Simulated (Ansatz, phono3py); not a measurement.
# NaCl (Fm-3m): thermal conductivity with phono3py, part 2 of 5

The second- and third-order constants of NaCl come from an earlier supercell run; what does phono3py make of them?

Experimental results on record:
- thermal conductivity 7.1 W/m/K near room temperature (given in “Combining the AFLOW GIBBS and Elastic Libraries to efficiently and robustly screen thermo-mechanical properties of solids”, 2017, arXiv:1611.05714)
- thermal conductivity 7.1 W/m/K near room temperature (given in “Predicting the lattice thermal conductivity of solids by solving the Boltzmann transport equation: AFLOW - AAPL an automated, accurate and efficient framework”, 2017, arXiv:1611.05481)

phono3py 4.10.0; DFT PBEsol, scalar-relativistic, plane waves, PAW; PAW set soft_1; phono3py on Ansatz's force constants.

So far, κ at 300 K (W/m/K): step 2 (relaxation-time solution) 7.44; step 4 (isotopes none) 7.83; step 5 (q-mesh of the transport sums 5×5×5) 9.11; step 6 (q-mesh of the transport sums 7×7×7) 7.95.

The database entry behind the starting cell differs from other determinations of this structure, so it need not match the best structure at room temperature.

## Step 7: Another q-mesh, third order supercell 3×3×3, supercell 6×6×6 (run 3)

Only the q-mesh of the transport sums changes.

File phono3py.yaml:

```yaml
phono3py:
  version: "4.10.0"
  frequency_unit_conversion_factor: 15.633302
  symmetry_tolerance: 1.00000e-05

physical_unit:
  atomic_mass: "AMU"
  length: "angstrom"

space_group:
  type: "Fm-3m"
  number: 225
  Hall_symbol: "-F 4 2 3"

primitive_matrix:
- [  1.000000000000000,  0.000000000000000,  0.000000000000000 ]
- [  0.000000000000000,  1.000000000000000,  0.000000000000000 ]
- [  0.000000000000000,  0.000000000000000,  1.000000000000000 ]

supercell_matrix:
- [   3,   0,   0 ]
- [   0,   3,   0 ]
- [   0,   0,   3 ]

# [primitive_cell block left out]
unit_cell:
  lattice:
  - [     0.000000000000000,     2.800917063000000,     2.800917063000000 ] # a
  - [     2.800917063000000,     0.000000000000000,     2.800917063000000 ] # b
  - [     2.800917063000000,     2.800917063000000,     0.000000000000000 ] # c
  points:
  - symbol: Na # 1
    coordinates: [  0.000000000000000,  0.000000000000000,  0.000000000000000 ]
    mass: 22.989769
    reduced_to: 1
  - symbol: Cl # 2
    coordinates: [  0.500000000000000,  0.500000000000000,  0.500000000000000 ]
    mass: 35.450000
    reduced_to: 2

# [supercell block left out]
phonon_supercell_matrix:
- [   6,   0,   0 ]
- [   0,   6,   0 ]
- [   0,   0,   6 ]

# [phonon_primitive_cell block left out]
# [phonon_supercell block left out]
nac:
  born_effective_charge:
  - # 1 (Na)
    - [  1.091612869624448,  0.000000000000000,  0.000000000000000 ]
    - [  0.000000000000000,  1.091612869624448,  0.000000000000000 ]
    - [  0.000000000000000,  0.000000000000000,  1.091612869624448 ]
  - # 2 (Cl)
    - [ -1.091612869624448,  0.000000000000000,  0.000000000000000 ]
    - [  0.000000000000000, -1.091612869624448,  0.000000000000000 ]
    - [  0.000000000000000,  0.000000000000000, -1.091612869624448 ]
  dielectric_constant:
    - [  2.563472873717275,  0.000000000000000,  0.000000000000000 ]
    - [  0.000000000000000,  2.563472873717276,  0.000000000000000 ]
    - [  0.000000000000000,  0.000000000000000,  2.563472873717276 ]
  unit_conversion_factor: 14.399645
```

Launch:

```bash
$ phono3py phono3py.yaml --mesh 9 9 9 --br --isotope --ts 100 300 600
```

Output:

```text
[banner, memory and clock lines left out]
Rust backend (phonors) using rayon (8 threads).
Running in phono3py.load mode.
Spglib version 2.8.0
----------------------------- General settings -----------------------------
Run mode: conductivity-RTA
HDF5 data compression filter: gzip
Crystal structure was read from "phono3py.yaml".
Supercell (dim): [3 3 3]
Phonon supercell (dim-fc2): [6 6 6]
Primitive matrix:
  [1. 0. 0.]
  [0. 1. 0.]
  [0. 0. 1.]
Spacegroup: Fm-3m (225)
Use -v option to watch primitive cell, unit cell, and supercell structures.
[...]
5.364   (   0.000    2.796    0.866)    2.927
   5.385   (  -0.000   -1.691    4.150)    4.481
=================== End of collection of collisions ===================
----------- Thermal conductivity (W/m-k) with tetrahedron method -----------
#  T(K)        xx         yy         zz         yz         xz         xy
  100.0      22.428     22.428     22.428      0.000     -0.000     -0.000
  300.0       8.013      8.013      8.013      0.000     -0.000     -0.000
  600.0       4.107      4.107      4.107      0.000     -0.000     -0.000

Thermal conductivity related properties were written into
"kappa-m999.hdf5".
Summary of calculation was written in "phono3py.yaml".
```

Run time: 3 s. Hardware: 8 threads of Arm Neoverse V2, shared host; peak memory 0.25 GiB.

κ at 300 K goes from 7.44 in the base run to 8.01 W/(m K).

## Step 8: Another q-mesh, third order supercell 3×3×3, supercell 6×6×6 (run 4)

Only the q-mesh of the transport sums changes.

phono3py.yaml is that of step 7.

Launch:

```bash
$ phono3py phono3py.yaml --mesh 13 13 13 --br --isotope --ts 100 300 600
```

Output:

```text
[banner, memory and clock lines left out]
Rust backend (phonors) using rayon (8 threads).
Running in phono3py.load mode.
Spglib version 2.8.0
----------------------------- General settings -----------------------------
Run mode: conductivity-RTA
HDF5 data compression filter: gzip
Crystal structure was read from "phono3py.yaml".
Supercell (dim): [3 3 3]
Phonon supercell (dim-fc2): [6 6 6]
Primitive matrix:
  [1. 0. 0.]
  [0. 1. 0.]
  [0. 0. 1.]
Spacegroup: Fm-3m (225)
Use -v option to watch primitive cell, unit cell, and supercell structures.
[...]
5.377   (   0.000    2.820    0.623)    2.888
   5.400   (  -0.000   -2.241    2.795)    3.583
=================== End of collection of collisions ===================
----------- Thermal conductivity (W/m-k) with tetrahedron method -----------
#  T(K)        xx         yy         zz         yz         xz         xy
  100.0      21.088     21.088     21.088      0.000     -0.000     -0.000
  300.0       7.494      7.494      7.494      0.000     -0.000     -0.000
  600.0       3.832      3.832      3.832      0.000     -0.000     -0.000

Thermal conductivity related properties were written into
"kappa-m131313.hdf5".
Summary of calculation was written in "phono3py.yaml".
```

The job ended after 4.9 s (8 threads; peak memory 0.25 GiB; 18 s of CPU time).

κ at 300 K goes from 7.44 in the base run to 7.49 W/(m K).

## Step 9: Another q-mesh, third order supercell 3×3×3, supercell 6×6×6 (run 5)

Only the q-mesh of the transport sums changes.

phono3py.yaml is that of step 8.

Launch:

```bash
$ phono3py phono3py.yaml --mesh 17 17 17 --br --isotope --ts 100 300 600
```

Output:

```text
[banner, memory and clock lines left out]
Rust backend (phonors) using rayon (8 threads).
Running in phono3py.load mode.
Spglib version 2.8.0
----------------------------- General settings -----------------------------
Run mode: conductivity-RTA
HDF5 data compression filter: gzip
Crystal structure was read from "phono3py.yaml".
Supercell (dim): [3 3 3]
Phonon supercell (dim-fc2): [6 6 6]
Primitive matrix:
  [1. 0. 0.]
  [0. 1. 0.]
  [0. 0. 1.]
Spacegroup: Fm-3m (225)
Use -v option to watch primitive cell, unit cell, and supercell structures.
[...]
5.383   (   0.000    2.826    0.485)    2.867
   5.404   (  -0.000   -2.465    2.077)    3.223
=================== End of collection of collisions ===================
----------- Thermal conductivity (W/m-k) with tetrahedron method -----------
#  T(K)        xx         yy         zz         yz         xz         xy
  100.0      21.205     21.205     21.205      0.000     -0.000     -0.000
  300.0       7.508      7.508      7.508      0.000     -0.000     -0.000
  600.0       3.838      3.838      3.838      0.000     -0.000     -0.000

Thermal conductivity related properties were written into
"kappa-m171717.hdf5".
Summary of calculation was written in "phono3py.yaml".
```

It took 12 s on 8 threads; peak memory 0.25 GiB.

W/m/K. Kappa, by row:

```csv
T (K),xx,yy,zz,yz,xz,xy
100,21.2,21.2,21.2,0,0,0
300,7.508,7.508,7.508,0,0,0
600,3.838,3.838,3.838,0,0,0
```

κ at 300 K goes from 7.44 in the base run to 7.51 W/(m K).

## Step 10: Another q-mesh, third order supercell 3×3×3, supercell 6×6×6 (run 6)

Only the q-mesh of the transport sums changes.

phono3py.yaml is that of step 9.

Launch:

```bash
$ phono3py phono3py.yaml --mesh 23 23 23 --br --isotope --ts 100 300 600
```

Output:

```text
[banner, memory and clock lines left out]
Rust backend (phonors) using rayon (8 threads).
Running in phono3py.load mode.
Spglib version 2.8.0
----------------------------- General settings -----------------------------
Run mode: conductivity-RTA
HDF5 data compression filter: gzip
Crystal structure was read from "phono3py.yaml".
Supercell (dim): [3 3 3]
Phonon supercell (dim-fc2): [6 6 6]
Primitive matrix:
  [1. 0. 0.]
  [0. 1. 0.]
  [0. 0. 1.]
Spacegroup: Fm-3m (225)
Use -v option to watch primitive cell, unit cell, and supercell structures.
[...]
5.385   (   1.114    2.631    0.000)    2.857
   5.410   (   0.369   -2.789   -0.000)    2.813
=================== End of collection of collisions ===================
----------- Thermal conductivity (W/m-k) with tetrahedron method -----------
#  T(K)        xx         yy         zz         yz         xz         xy
  100.0      20.845     20.845     20.845      0.000     -0.000     -0.000
  300.0       7.411      7.411      7.411      0.000     -0.000     -0.000
  600.0       3.791      3.791      3.791      0.000     -0.000     -0.000

Thermal conductivity related properties were written into
"kappa-m232323.hdf5".
Summary of calculation was written in "phono3py.yaml".
```

Wall time 58 s (8 threads); peak memory 0.25 GiB.

κ at 300 K goes from 7.44 in the base run to 7.41 W/(m K).

## Step 11: Another q-mesh, third order supercell 3×3×3, supercell 6×6×6 (run 7)

Only the q-mesh of the transport sums changes.

phono3py.yaml is that of step 10.

Launch:

```bash
$ phono3py phono3py.yaml --mesh 29 29 29 --br --isotope --ts 100 300 600
```

Output:

```text
[banner, memory and clock lines left out]
Rust backend (phonors) using rayon (8 threads).
Running in phono3py.load mode.
Spglib version 2.8.0
----------------------------- General settings -----------------------------
Run mode: conductivity-RTA
HDF5 data compression filter: gzip
Crystal structure was read from "phono3py.yaml".
Supercell (dim): [3 3 3]
Phonon supercell (dim-fc2): [6 6 6]
Primitive matrix:
  [1. 0. 0.]
  [0. 1. 0.]
  [0. 0. 1.]
Spacegroup: Fm-3m (225)
Use -v option to watch primitive cell, unit cell, and supercell structures.
[...]
5.391   (   0.000    2.827    0.289)    2.841
   5.406   (  -0.000   -2.685    1.156)    2.924
=================== End of collection of collisions ===================
----------- Thermal conductivity (W/m-k) with tetrahedron method -----------
#  T(K)        xx         yy         zz         yz         xz         xy
  100.0      20.676     20.676     20.676      0.000     -0.000     -0.000
  300.0       7.337      7.337      7.337      0.000     -0.000     -0.000
  600.0       3.752      3.752      3.752      0.000     -0.000     -0.000

Thermal conductivity related properties were written into
"kappa-m292929.hdf5".
Summary of calculation was written in "phono3py.yaml".
```

It took 3.6 min on 8 threads; peak memory 0.25 GiB.

W/m/K. Kappa, by row:

```csv
T (K),xx,yy,zz,yz,xz,xy
100,20.68,20.68,20.68,0,0,0
300,7.337,7.337,7.337,0,0,0
600,3.752,3.752,3.752,0,0,0
```

κ at 300 K goes from 7.44 in the base run to 7.34 W/(m K).

## Step 12: Mesh convergence

This step: DFT PBEsol, scalar-relativistic, plane waves, PAW; PAW set soft_1 (phono3py 4.10.0).

Series, by row:

```csv
mesh points along each axis,kappa at 100 K (W/m/K),kappa at 300 K (W/m/K),kappa at 600 K (W/m/K),seconds
5,23.87,9.114,4.743,2.73
7,21.79,7.946,4.106,2.78
9,22.43,8.013,4.107,3.02
13,21.09,7.494,3.832,4.89
17,21.2,7.508,3.838,12.36
23,20.85,7.411,3.791,57.58
29,20.68,7.337,3.752,216.1
```

## Step 13: Boundary scattering, third order supercell 3×3×3, supercell 6×6×6

A boundary term v/L is added to each rate, a simple model of grains or a thin sample.

This step: DFT PBEsol, scalar-relativistic, plane waves, PAW; PAW set soft_1; phono3py on Ansatz's force constants (phono3py 4.10.0).

phono3py.yaml is that of step 11.

Launch:

```bash
$ phono3py phono3py.yaml --mesh 19 19 19 --br --isotope --boundary-mfp 1 --ts 100 150 200 300 400 500 600 800
```

Output:

```text
[banner, memory and clock lines left out]
Rust backend (phonors) using rayon (8 threads).
Running in phono3py.load mode.
Spglib version 2.8.0
----------------------------- General settings -----------------------------
Run mode: conductivity-RTA
HDF5 data compression filter: gzip
Crystal structure was read from "phono3py.yaml".
Supercell (dim): [3 3 3]
Phonon supercell (dim-fc2): [6 6 6]
Primitive matrix:
  [1. 0. 0.]
  [0. 1. 0.]
  [0. 0. 1.]
Spacegroup: Fm-3m (225)
Use -v option to watch primitive cell, unit cell, and supercell structures.
NAC parameters were read from "phono3py.yaml".
fc3 was read from "fc3.hdf5".
fc2 was read from "fc2.hdf5".
----------------------------- Force constants ------------------------------
Max drift of fc3: -0.00000000 (xxx) -0.00000000 (xxx) -0.00000000 (xxx)
Max drift of fc2: 0.00000000 (zz) 0.00000000 (zz)
--------------------------- Calculation settings ---------------------------
Non-analytical term correction (NAC): True
NAC unit conversion factor:  14.39964
BZ integration: Tetrahedron-method
Temperature:  100.0  150.0  200.0  300.0  400.0 ... 800.0
Cutoff frequency: 0.01
Mesh sampling: [ 19 19 19 ]
Generating grid system ... [ 19 19 19 ]
fc3-r2q-transformation over three atoms: True
--------------------------- Phonon calculations ----------------------------
  PRB 50, 13035(R) (1994), PRB 55, 10355 (1997)
  G-cutoff distance: 1.18, Number of G-points: 307, Lambda: 0.20
Running harmonic phonon calculations...
-------------------- Lattice thermal conductivity (RTA) --------------------
Running heat capacity calculations...
Running velocity calculations...
Running isotope scattering calculations with tetrahedron method...
======================= Grid point 0 (1/220) =======================
q-point: ( 0.00  0.00  0.00)
Boundary mean free path (micrometer): 1.00000
Mass variance parameters: 0.00e+00 5.83e-04
Number of triplets: 220
Frequency     group velocity (x, y, z)     |gv|
   0.000   (   0.000    0.000    0.000)    0.000
   0.000   (   0.000    0.000    0.000)    0.000
   0.000   (   0.000    0.000    0.000)    0.000
   4.985   (   0.000    0.000    0.000)    0.000
   4.985   (   0.000    0.000    0.000)    0.000
   4.985   (   0.000    0.000    0.000)    0.000
======================= Grid point 1 (2/220) =======================
q-point: ( 0.05  0.00  0.00)
Boundary mean free path (micrometer): 1.00000
Mass variance parameters: 0.00e+00 5.83e-04
Number of triplets: 670
Frequency     group velocity (x, y, z)     |gv|
   0.470   ( -16.581   16.581   16.581)   28.719
   0.470   ( -16.581   16.581   16.581)   28.719
   0.709   ( -25.022   25.022   25.022)   43.340
   4.972   (   0.903   -0.903   -0.903)    1.564
   4.972   (   0.903   -0.903   -0.903)    1.564
   7.625   (   1.179   -1.179   -1.179)    2.041
[217 grid points left out]
======================= Grid point 1647 (220/220) =======================
q-point: (-0.26  0.47  0.21)
Boundary mean free path (micrometer): 1.00000
Mass variance parameters: 0.00e+00 5.83e-04
Number of triplets: 1810
Frequency     group velocity (x, y, z)     |gv|
   3.374   (  -0.451   14.327    0.000)   14.334
   3.492   (   1.484  -12.999   -0.000)   13.083
   4.042   (  -3.422    6.494    0.000)    7.340
   4.682   (  -0.885   -4.166   -0.000)    4.259
   5.381   (   1.289    2.537    0.000)    2.845
   5.412   (   0.445   -2.781   -0.000)    2.816
=================== End of collection of collisions ===================
----------- Thermal conductivity (W/m-k) with tetrahedron method -----------
#  T(K)        xx         yy         zz         yz         xz         xy
  100.0      18.805     18.805     18.805      0.000     -0.000     -0.000
  150.0      13.383     13.383     13.383      0.000     -0.000     -0.000
  200.0      10.392     10.392     10.392      0.000     -0.000     -0.000
  300.0       7.186      7.186      7.186      0.000     -0.000     -0.000
  400.0       5.494      5.494      5.494      0.000     -0.000     -0.000
  500.0       4.448      4.448      4.448      0.000     -0.000     -0.000
  600.0       3.737      3.737      3.737      0.000     -0.000     -0.000
  800.0       2.832      2.832      2.832      0.000     -0.000     -0.000

Thermal conductivity related properties were written into
"kappa-m191919.hdf5".
Summary of calculation was written in "phono3py.yaml".
```

Run time: 21 s. Hardware: 8 threads; peak memory 0.25 GiB.

This step gave:

| Item | Value |
| --- | --- |
| κ at 300 K | 7.186 W/m/K |
| κ xx, yy, zz at 300 K | 7.186, 7.186, 7.186 W/m/K |

W/m/K. Kappa, by row:

```csv
T (K),xx,yy,zz,yz,xz,xy
100,18.81,18.81,18.81,0,0,0
150,13.38,13.38,13.38,0,0,0
200,10.39,10.39,10.39,0,0,0
300,7.186,7.186,7.186,0,0,0
400,5.494,5.494,5.494,0,0,0
500,4.448,4.448,4.448,0,0,0
600,3.737,3.737,3.737,0,0,0
800,2.832,2.832,2.832,0,0,0
```

κ at 300 K goes from 7.44 in the base run to 7.19 W/(m K).

## Step 14: Boundary scattering, third order supercell 3×3×3, supercell 6×6×6 (run 2)

A boundary term v/L is added to each rate, a simple model of grains or a thin sample.

phono3py.yaml is that of step 13.

Launch:

```bash
$ phono3py phono3py.yaml --mesh 19 19 19 --br --isotope --boundary-mfp 10 --ts 100 150 200 300 400 500 600 800
```

Output:

```text
[banner, memory and clock lines left out]
Rust backend (phonors) using rayon (8 threads).
Running in phono3py.load mode.
Spglib version 2.8.0
----------------------------- General settings -----------------------------
Run mode: conductivity-RTA
HDF5 data compression filter: gzip
Crystal structure was read from "phono3py.yaml".
Supercell (dim): [3 3 3]
Phonon supercell (dim-fc2): [6 6 6]
Primitive matrix:
  [1. 0. 0.]
  [0. 1. 0.]
  [0. 0. 1.]
Spacegroup: Fm-3m (225)
Use -v option to watch primitive cell, unit cell, and supercell structures.
[...]
----------- Thermal conductivity (W/m-k) with tetrahedron method -----------
#  T(K)        xx         yy         zz         yz         xz         xy
  100.0      20.616     20.616     20.616      0.000     -0.000     -0.000
  150.0      14.198     14.198     14.198      0.000     -0.000     -0.000
  200.0      10.867     10.867     10.867      0.000     -0.000     -0.000
[...]
600.0       3.799      3.799      3.799      0.000     -0.000     -0.000
  800.0       2.868      2.868      2.868      0.000     -0.000     -0.000

Thermal conductivity related properties were written into
"kappa-m191919.hdf5".
Summary of calculation was written in "phono3py.yaml".
```

Run time: 21 s. Hardware: 8 threads; peak memory 0.25 GiB.

Read from the output:

```
κ at 300 K            : 7.411 W/m/K
κ xx, yy, zz at 300 K : 7.411, 7.411, 7.411 W/m/K
```

κ at 300 K goes from 7.44 in the base run to 7.41 W/(m K).

[end of part 2 of 5]

[Long decimals in the printed logs are rounded to 6 places.]

[Logs are printed without paths, hosts, clocks, repeated set-up lines and the standing remarks that a program may print on its own settings, such as how far it seeks lower states.]

[Hosts, paths, dates, database ids (printed as entryN), source tags and the programs' standing remarks are cut or masked in the printed files.]

[Where the starting crystal was built by hand or by swapping elements, it need not be the compound's stable phase.]

[A step with changed settings may run another functional than the one named; its input shows which.]

[Pressures of single members of a volume series are the stress at the run's cutoff; with an incomplete basis they can lie off −dE/dV of the same runs, and they are not shown converged.]
